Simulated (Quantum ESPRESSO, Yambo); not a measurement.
An input for Yambo 5.3.0 (BaAlGeH (P3m1)):

```
optics
chi
dipoles
Chimod= "HARTREE"
% QpntsRXd
 1 | 1 |
%
% BndsRnXd
 1 | 124 |
%
NGsBlkXd= 3 Ry
% EnRngeXd
 0 | 20 | eV
%
% DmRngeXd
 0.2 | 0.2 | eV
%
ETStpsXd= 201
% LongDrXd
 1 | 0 | 0 |
%
% XfnQP_E
 0.516 | 1.0 | 1.0 |
%
```

```sh
OMP_NUM_THREADS=1 mpirun -n 4 yambo -F optics9.in -J optics9 -C optics9 > optics9.log
```

The stored states that it reads are on a 3×3×4 mesh. The structure is trigonal, space group P3m1 (No. 156). The conventional cell has a = 4.345 Å, b = 4.345 Å, c = 5.216 Å, α = 90.00°, β = 90.00°, γ = 120.00°. Nearest to Ba lie 3 H at 2.60 Å. Nearest to Al lie 1 H at 1.73 Å and 3 Ge at 2.55 Å. Nearest to Ge lie 3 Al at 2.55 Å. Nearest to H lie 1 Al at 1.73 Å and 3 Ba at 2.60 Å. Farther neighbours are not listed.

Q: How long will it take on 4 MPI ranks of Arm Neoverse V1, shared host, and how much memory?

It took 21 s; on shared hardware allow 10 s to 41 s. Peak host memory was 2.3 GiB.

[Paths, hosts, dates, memory and timing lines, banners, echoed tables and standing remarks are left out of the program output.]

[Logs are printed without paths, hosts, clocks, repeated set-up lines and the standing remarks that a program may print on its own settings, such as how far it seeks lower states.]

[Runs of the session that timed out or met a known fault of the program may be left out.]

[Hosts, paths, dates, database ids (printed as entryN), source tags and the programs' standing remarks are cut or masked in the printed files.]
